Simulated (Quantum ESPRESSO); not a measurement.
Records of electronic-structure calculations.

```json
{"subject": "Mn3GaC: energy against a fixed spin moment", "lattice_ang": [[3.896, 0.0, 0.0], [0.0, 3.896, 0.0], [0.0, 0.0, 3.896]], "atoms": [["Mn", 0.0, 0.5, 0.5], ["Mn", 0.5, 0.0, 0.5], ["Mn", 0.5, 0.5, 0.0], ["Ga", 0.0, 0.0, 0.0], ["C", 0.5, 0.5, 0.5]], "method": "PBEsol; plane waves with GBRV 1.5 PBEsol potentials, no spin-orbit coupling (and 1 further level or step)", "program": "Quantum ESPRESSO 7.5", "settings_of_one_run": "GBRV 1.5 PBEsol, cutoff 544.23 eV, 8×8×8 k-mesh, 50 bands, fermi-dirac occupations, smearing width 0.05 eV, collinear spin, SCF threshold 1.00e-8, starting moments 3.5 3.5 3.5 0 0 μB", "cost": "8 runs, 8.7 min in all on 2 MPI ranks of Arm Neoverse V1, shared host (the runs of this entry)", "notes": "The run is spin-polarised, with a total moment of 5.82 μB a cell (absolute 6.57). All runs start parallel; opposed orders may lie lower.", "results": {"moment_of_the_free_run": "5.82 μB a cell", "energy_at_zero_total_moment": "623 meV a cell over the lowest", "delta_e_delta_m2_from_the_lowest_point_to_6p54_and_to_5p23_mu_b": "83 and 19 meV/μB²"}}
```

[Logs and program files are shortened in this print: banners, set-up blocks, solver, clock and traceback lines can be left out without a mark of their own.]

[Logs are printed without paths, hosts, clocks, repeated set-up lines and the standing remarks that a program may print on its own settings, such as how far it seeks lower states.]

[Hosts, paths, dates, database ids (printed as entryN), source tags and the programs' standing remarks are cut or masked in the printed files.]

[Where a cell is said to come from a database of computed structures, the database is the Materials Project.]
